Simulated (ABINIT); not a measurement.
## BN (P6_3/mmc): making up for missing bands

Aim: few bands, with and without a completion of the sum over empty states, for BN (P6_3/mmc).

Method: PBE and many-body steps on it, plane waves, in ABINIT 10.8.3.

Report form: inputs, costs, results and the conclusion, without the logs.

## 1. Set-up

It takes space group P6_3/mmc (No. 194, hexagonal). Conventional cell: a = 2.504 Å, b = 2.504 Å, c = 6.661 Å, α = 90.00°, β = 90.00°, γ = 120.00°. Nearest to B lie 3 N at 1.45 Å. Nearest to N lie 3 B at 1.45 Å. Farther neighbours, and contacts between anions beyond the nearest, are not listed.

The cell and positions come from the Crystallography Open Database and are kept as given unless a step says otherwise.

## 2. Empty states on the mesh, 6×6×4 mesh, 123 bands

This step: ABINIT 10.8.3; DFT, PBE, plane waves, norm-conserving pseudopotentials.

The sums over transitions need many empty states on a uniform mesh; this step solves for them.

Input file run.abi:

```
acell 3*1.0 Angstrom
rprim 
  2.503989999987 0.000000000003 0.000000000000
  -1.251994999996 2.168518950810 0.000000000000
  0.000000000000 0.000000000000 6.661200000000
ntypat 2
znucl 5 7
natom 4
typat 1 1 2 2
xred 
  0.333333333333 0.666666666667 0.250000000000
  0.666666666667 0.333333333333 0.750000000000
  0.333333333333 0.666666666667 0.750000000000
  0.666666666667 0.333333333333 0.250000000000
pp_dirpath "pseudos"
pseudos "B.upf, N.upf"
ecut 36
ngkpt 6 6 4
nshiftk 1
shiftk 0 0 0
kptopt 1
chksymbreak 0
irdden 1
istwfk *1
nband 123
prtvol 0
optdriver 6
gwr_task "HDIAGO"
paral_kgb 0
occopt 1
indata_prefix "in"
outdata_prefix "out"
tmpdata_prefix "tmp"
```

On the command line:

```console
$ OMP_NUM_THREADS=1 mpirun -n 4 abinit run.abi > log
```

Elapsed: 76 s, on 4 MPI ranks of Arm Neoverse V1, shared host; peak memory 1.6 GiB; 5 min of CPU time.

Read from the output:

| Item | Value |
| --- | --- |
| gap | 4.314 eV |
| k of the valence top | 0.3333, 0.3333, 0.5 |
| k of the conduction bottom | 0.5, 0, 0 |
| least direct gap | 4.670 eV |
| k points computed | 21 |
| lowest point of the top converged band, above the valence top | 107.8822 eV |

On this mesh the gap is 4.314 eV.

The density comes from a self-consistent run that is not shown.

## 3. Screening, 6×6×4 mesh, 115 bands, screening to 190.5 eV

The RPA dielectric matrix is built and inverted for each q.

This step: RPA screening on PBE, plane waves, norm-conserving pseudopotentials.

run.abi: that of step 2 with these lines changed.

```diff
@@ -22,10 +22,11 @@
 chksymbreak 0
-irdden 1
 istwfk *1
-nband 123
-prtvol 0
-optdriver 6
-gwr_task "HDIAGO"
-paral_kgb 0
 occopt 1
+irdwfk 1
+optdriver 3
+nband 115
+ecuteps 7
+inclvkb 2
+awtr 1
+symchi 1
 indata_prefix "in"
```

Elapsed: 93 s, on 4 MPI ranks; peak memory 0.93 GiB.

Read from the output:

```yaml
eps_infinity_with_local_fields_on_this_mesh: 4.225
eps_infinity_without_local_fields_on_this_mesh: 4.550
plasma_frequency: 24.70 eV
plane_waves_in_the_screening_matrix: 213
```

Local fields lower ε∞ by 7 %. On a Γ-centred mesh this coarse the value itself is usually too large, while a short band sum pulls it down.

## 4. 115 bands

The self-energy is evaluated for the states that the input lists, and the quasiparticle equation is solved.

This step: G0W0 on PBE, plane waves, norm-conserving pseudopotentials.

run.abi: that of step 3 with these lines changed.

```diff
@@ -25,8 +25,19 @@
 irdwfk 1
-optdriver 3
+optdriver 4
 nband 115
+gwcalctyp 0
+ecutsigx 36
+symsigma 1
+nkptgw 3
+kptgw 
+  0.3333333333 0.3333333333 0.5000000000
+  0.5000000000 0.0000000000 0.0000000000
+  0.0000000000 0.0000000000 0.0000000000
+bdgw 
+  7 10
+  7 10
+  7 10
 ecuteps 7
-inclvkb 2
-awtr 1
-symchi 1
+irdscr 1
+ppmodel 1
 indata_prefix "in"
```

The job ended after 26 s (4 MPI ranks; peak memory 1 GiB; 1.7 min of CPU time).

Read from the output:

| Quantity | Value |
| --- | --- |
| G0W0 gap on the mesh | 5.767 eV |
| starting gap on the mesh | 4.314 eV |
| k of the valence top | 0.3333, 0.3333, 0.5 |
| k of the conduction bottom | 0.5, 0, 0 |
| Z at the valence top | 0.805 |
| Z at the conduction bottom | 0.84 |
| least direct G0W0 gap on the computed points | 6.243 eV |

The gap on the mesh goes from 4.31 eV to 5.77 eV, a correction of +1.45 eV.

## 5. Screening, 6×6×4 mesh, 17 bands, screening to 190.5 eV

This step: RPA screening on PBE, plane waves, norm-conserving pseudopotentials.

run.abi: that of step 4 with these lines changed.

```diff
@@ -25,19 +25,8 @@
 irdwfk 1
-optdriver 4
-nband 115
-gwcalctyp 0
-ecutsigx 36
-symsigma 1
-nkptgw 3
-kptgw 
-  0.3333333333 0.3333333333 0.5000000000
-  0.5000000000 0.0000000000 0.0000000000
-  0.0000000000 0.0000000000 0.0000000000
-bdgw 
-  7 10
-  7 10
-  7 10
+optdriver 3
+nband 17
 ecuteps 7
-irdscr 1
-ppmodel 1
+inclvkb 2
+awtr 1
+symchi 1
 indata_prefix "in"
```

It took 13 s on 4 MPI ranks; peak memory 0.48 GiB; 52 s of CPU time.

Numbers from this step:

* ε∞ with local fields, on this mesh: 4.145
* ε∞ without local fields, on this mesh: 4.400
* plasma frequency: 24.70 eV
* plane waves in the screening matrix: 213

## 6. 17 bands

This step: G0W0 on PBE, plane waves, norm-conserving pseudopotentials.

run.abi: that of step 5 with these lines changed.

```diff
@@ -25,8 +25,19 @@
 irdwfk 1
-optdriver 3
+optdriver 4
 nband 17
+gwcalctyp 0
+ecutsigx 36
+symsigma 1
+nkptgw 3
+kptgw 
+  0.3333333333 0.3333333333 0.5000000000
+  0.5000000000 0.0000000000 0.0000000000
+  0.0000000000 0.0000000000 0.0000000000
+bdgw 
+  7 10
+  7 10
+  7 10
 ecuteps 7
-inclvkb 2
-awtr 1
-symchi 1
+irdscr 1
+ppmodel 1
 indata_prefix "in"
```

Wall time 6.9 s (4 MPI ranks); peak memory 0.64 GiB.

Numbers from this step:

| Quantity | Value |
| --- | --- |
| G0W0 gap on the mesh | 5.911 eV |
| starting gap on the mesh | 4.314 eV |
| k of the valence top | 0.3333, 0.3333, 0.5 |
| k of the conduction bottom | 0.5, 0, 0 |
| Z at the valence top | 0.804 |
| Z at the conduction bottom | 0.845 |
| least direct G0W0 gap on the computed points | 6.431 eV |

Against G0W0 in ABINIT (6×6×4 mesh, 115 bands, screening to 190.5 eV, Godby-Needs plasmon pole), the gap moves by +0.144 eV.

## 7. Screening, 6×6×4 mesh, 17 bands, screening to 190.5 eV

This step: RPA screening on PBE, plane waves, norm-conserving pseudopotentials.

run.abi: that of step 6 with these lines changed.

```diff
@@ -25,19 +25,10 @@
 irdwfk 1
-optdriver 4
+optdriver 3
 nband 17
-gwcalctyp 0
-ecutsigx 36
-symsigma 1
-nkptgw 3
-kptgw 
-  0.3333333333 0.3333333333 0.5000000000
-  0.5000000000 0.0000000000 0.0000000000
-  0.0000000000 0.0000000000 0.0000000000
-bdgw 
-  7 10
-  7 10
-  7 10
 ecuteps 7
-irdscr 1
-ppmodel 1
+inclvkb 2
+awtr 1
+symchi 1
+gwcomp 1
+gwencomp 1.5
 indata_prefix "in"
```

The job ended after 41 s (4 MPI ranks; peak memory 0.48 GiB).

Read from the output:

* ε∞ with local fields, on this mesh: 4.177
* ε∞ without local fields, on this mesh: 4.400
* plasma frequency: 24.70 eV
* plane waves in the screening matrix: 213

## 8. 17 bands, completed

This step: G0W0 on PBE, plane waves, norm-conserving pseudopotentials.

run.abi: that of step 7 with these lines changed.

```diff
@@ -25,8 +25,19 @@
 irdwfk 1
-optdriver 3
+optdriver 4
 nband 17
+gwcalctyp 0
+ecutsigx 36
+symsigma 1
+nkptgw 3
+kptgw 
+  0.3333333333 0.3333333333 0.5000000000
+  0.5000000000 0.0000000000 0.0000000000
+  0.0000000000 0.0000000000 0.0000000000
+bdgw 
+  7 10
+  7 10
+  7 10
 ecuteps 7
-inclvkb 2
-awtr 1
-symchi 1
+irdscr 1
+ppmodel 1
 gwcomp 1
```

Run time: 7.4 s. Hardware: 4 MPI ranks; peak memory 0.64 GiB; 29 s of CPU time.

Read from the output:

| Property | Result |
| --- | --- |
| G0W0 gap on the mesh | 6.138 eV |
| starting gap on the mesh | 4.314 eV |
| k of the valence top | 0.3333, 0.3333, 0.5 |
| k of the conduction bottom | 0.5, 0, 0 |
| least direct G0W0 gap on the computed points | 6.607 eV |

Against G0W0 in ABINIT (6×6×4 mesh, 115 bands, screening to 190.5 eV, Godby-Needs plasmon pole), the gap moves by +0.371 eV.

## 9. Screening, 6×6×4 mesh, 46 bands, screening to 190.5 eV

This step: RPA screening on PBE, plane waves, norm-conserving pseudopotentials.

run.abi: that of step 8 with these lines changed.

```diff
@@ -25,21 +25,8 @@
 irdwfk 1
-optdriver 4
-nband 17
-gwcalctyp 0
-ecutsigx 36
-symsigma 1
-nkptgw 3
-kptgw 
-  0.3333333333 0.3333333333 0.5000000000
-  0.5000000000 0.0000000000 0.0000000000
-  0.0000000000 0.0000000000 0.0000000000
-bdgw 
-  7 10
-  7 10
-  7 10
+optdriver 3
+nband 46
 ecuteps 7
-irdscr 1
-ppmodel 1
-gwcomp 1
-gwencomp 1.5
+inclvkb 2
+awtr 1
+symchi 1
 indata_prefix "in"
```

Run time: 37 s. Hardware: 4 MPI ranks; peak memory 0.61 GiB; 2.5 min of CPU time.

Numbers from this step:

```
ε∞ with local fields, on this mesh    : 4.218
ε∞ without local fields, on this mesh : 4.541
plasma frequency                      : 24.70 eV
plane waves in the screening matrix   : 213
```

## 10. 46 bands

This step: G0W0 on PBE, plane waves, norm-conserving pseudopotentials.

run.abi: that of step 9 with these lines changed.

```diff
@@ -25,8 +25,19 @@
 irdwfk 1
-optdriver 3
+optdriver 4
 nband 46
+gwcalctyp 0
+ecutsigx 36
+symsigma 1
+nkptgw 3
+kptgw 
+  0.3333333333 0.3333333333 0.5000000000
+  0.5000000000 0.0000000000 0.0000000000
+  0.0000000000 0.0000000000 0.0000000000
+bdgw 
+  7 10
+  7 10
+  7 10
 ecuteps 7
-inclvkb 2
-awtr 1
-symchi 1
+irdscr 1
+ppmodel 1
 indata_prefix "in"
```

The job ended after 12 s (4 MPI ranks; peak memory 0.73 GiB; 49 s of CPU time).

Numbers from this step:

| Item | Value |
| --- | --- |
| G0W0 gap on the mesh | 5.675 eV |
| starting gap on the mesh | 4.314 eV |
| k of the valence top | 0.3333, 0.3333, 0.5 |
| k of the conduction bottom | 0.5, 0, 0 |
| least direct G0W0 gap on the computed points | 6.175 eV |

Against G0W0 in ABINIT (6×6×4 mesh, 115 bands, screening to 190.5 eV, Godby-Needs plasmon pole), the gap moves by −0.092 eV.

## 11. Screening, 6×6×4 mesh, 46 bands, screening to 190.5 eV

This step: RPA screening on PBE, plane waves, norm-conserving pseudopotentials.

run.abi: that of step 10 with these lines changed.

```diff
@@ -25,19 +25,10 @@
 irdwfk 1
-optdriver 4
+optdriver 3
 nband 46
-gwcalctyp 0
-ecutsigx 36
-symsigma 1
-nkptgw 3
-kptgw 
-  0.3333333333 0.3333333333 0.5000000000
-  0.5000000000 0.0000000000 0.0000000000
-  0.0000000000 0.0000000000 0.0000000000
-bdgw 
-  7 10
-  7 10
-  7 10
 ecuteps 7
-irdscr 1
-ppmodel 1
+inclvkb 2
+awtr 1
+symchi 1
+gwcomp 1
+gwencomp 1.5
 indata_prefix "in"
```

Elapsed: 58 s, on 4 MPI ranks; peak memory 0.61 GiB.

Read from the output:

```yaml
eps_infinity_with_local_fields_on_this_mesh: 4.229
eps_infinity_without_local_fields_on_this_mesh: 4.541
plasma_frequency: 24.70 eV
plane_waves_in_the_screening_matrix: 213
```

## 12. 46 bands, completed

This step: G0W0 on PBE, plane waves, norm-conserving pseudopotentials.

run.abi: that of step 11 with these lines changed.

```diff
@@ -25,8 +25,19 @@
 irdwfk 1
-optdriver 3
+optdriver 4
 nband 46
+gwcalctyp 0
+ecutsigx 36
+symsigma 1
+nkptgw 3
+kptgw 
+  0.3333333333 0.3333333333 0.5000000000
+  0.5000000000 0.0000000000 0.0000000000
+  0.0000000000 0.0000000000 0.0000000000
+bdgw 
+  7 10
+  7 10
+  7 10
 ecuteps 7
-inclvkb 2
-awtr 1
-symchi 1
+irdscr 1
+ppmodel 1
 gwcomp 1
```

The job ended after 13 s (4 MPI ranks; peak memory 0.75 GiB; 53 s of CPU time).

This step gave:

```yaml
g0w0_gap_on_the_mesh: 5.907 eV
starting_gap_on_the_mesh: 4.314 eV
k_of_the_valence_top: 0.3333, 0.3333, 0.5
k_of_the_conduction_bottom: 0.5, 0, 0
least_direct_g0w0_gap_on_the_computed_points: 6.377 eV
```

Against G0W0 in ABINIT (6×6×4 mesh, 115 bands, screening to 190.5 eV, Godby-Needs plasmon pole), the gap moves by +0.140 eV.

## 13. The runs together

Times are wall times on 4 MPI ranks of Arm Neoverse V1, shared host, good to a factor of about two. A run's time includes the screening step that it read.

```
                run   mesh  bands  screening cutoff (eV)  DFT gap (eV)  gap on the mesh (eV)  direct (eV)  ε∞ used   time
          115 bands  6×6×4    115                  190.5         4.314                 5.767        6.243     4.22  2 min
           17 bands  6×6×4     17                  190.5         4.314                 5.911        6.431     4.15   20 s
17 bands, completed  6×6×4     17                  190.5         4.314                 6.138        6.607     4.18   48 s
           46 bands  6×6×4     46                  190.5         4.314                 5.675        6.175     4.22   49 s
46 bands, completed  6×6×4     46                  190.5         4.314                 5.907        6.377     4.23   71 s
```

## 14. Outcome

```
115 bands           : 5.767 eV
17 bands            : 5.911 eV
17 bands, completed : 6.138 eV
46 bands            : 5.675 eV
46 bands, completed : 5.907 eV
```

17 bands: +0.144 eV against 115 bands. 17 bands, completed: +0.371 eV against 115 bands. 46 bands: −0.092 eV against 115 bands. 46 bands, completed: +0.140 eV against 115 bands. The row with most bands is itself short of the limit, so it is no exact reference, and agreement of a truncated run with it can be a cancellation between the edges. The 6×6×4 mesh is coarse for this cell, which bears on the long-range parts of exchange and screening.

[Long decimals in the printed logs are rounded to 6 places.]

[Logs are printed without paths, hosts, clocks, repeated set-up lines and the standing remarks that a program may print on its own settings, such as how far it seeks lower states.]

[Paths, hosts, dates, memory and timing lines, banners, echoed tables and standing remarks are left out of the program output; an Ansatz launch command may be rebuilt from the run's recorded settings. Measured values are a selection of at most five: reports struck by readers or far from the other reports are left out. None is set beside runs whose start may be inverted or whose files or cutoffs have a known fault.]

[Runs of the session that timed out or met a known fault of the program may be left out.]

[Hosts, paths, dates, database ids (printed as entryN), source tags and the programs' standing remarks are cut or masked in the printed files.]

[G0W0 gaps are taken among the corrected bands and points alone; a level outside them can change the order at an edge.]

[Where Ansatz stands beside ABINIT at settings called matched, ABINIT's density can come from a denser mesh and the files from another edition; pairs whose starting gaps differed by over 0.03 eV were left out, so agreement reads better than it is.]
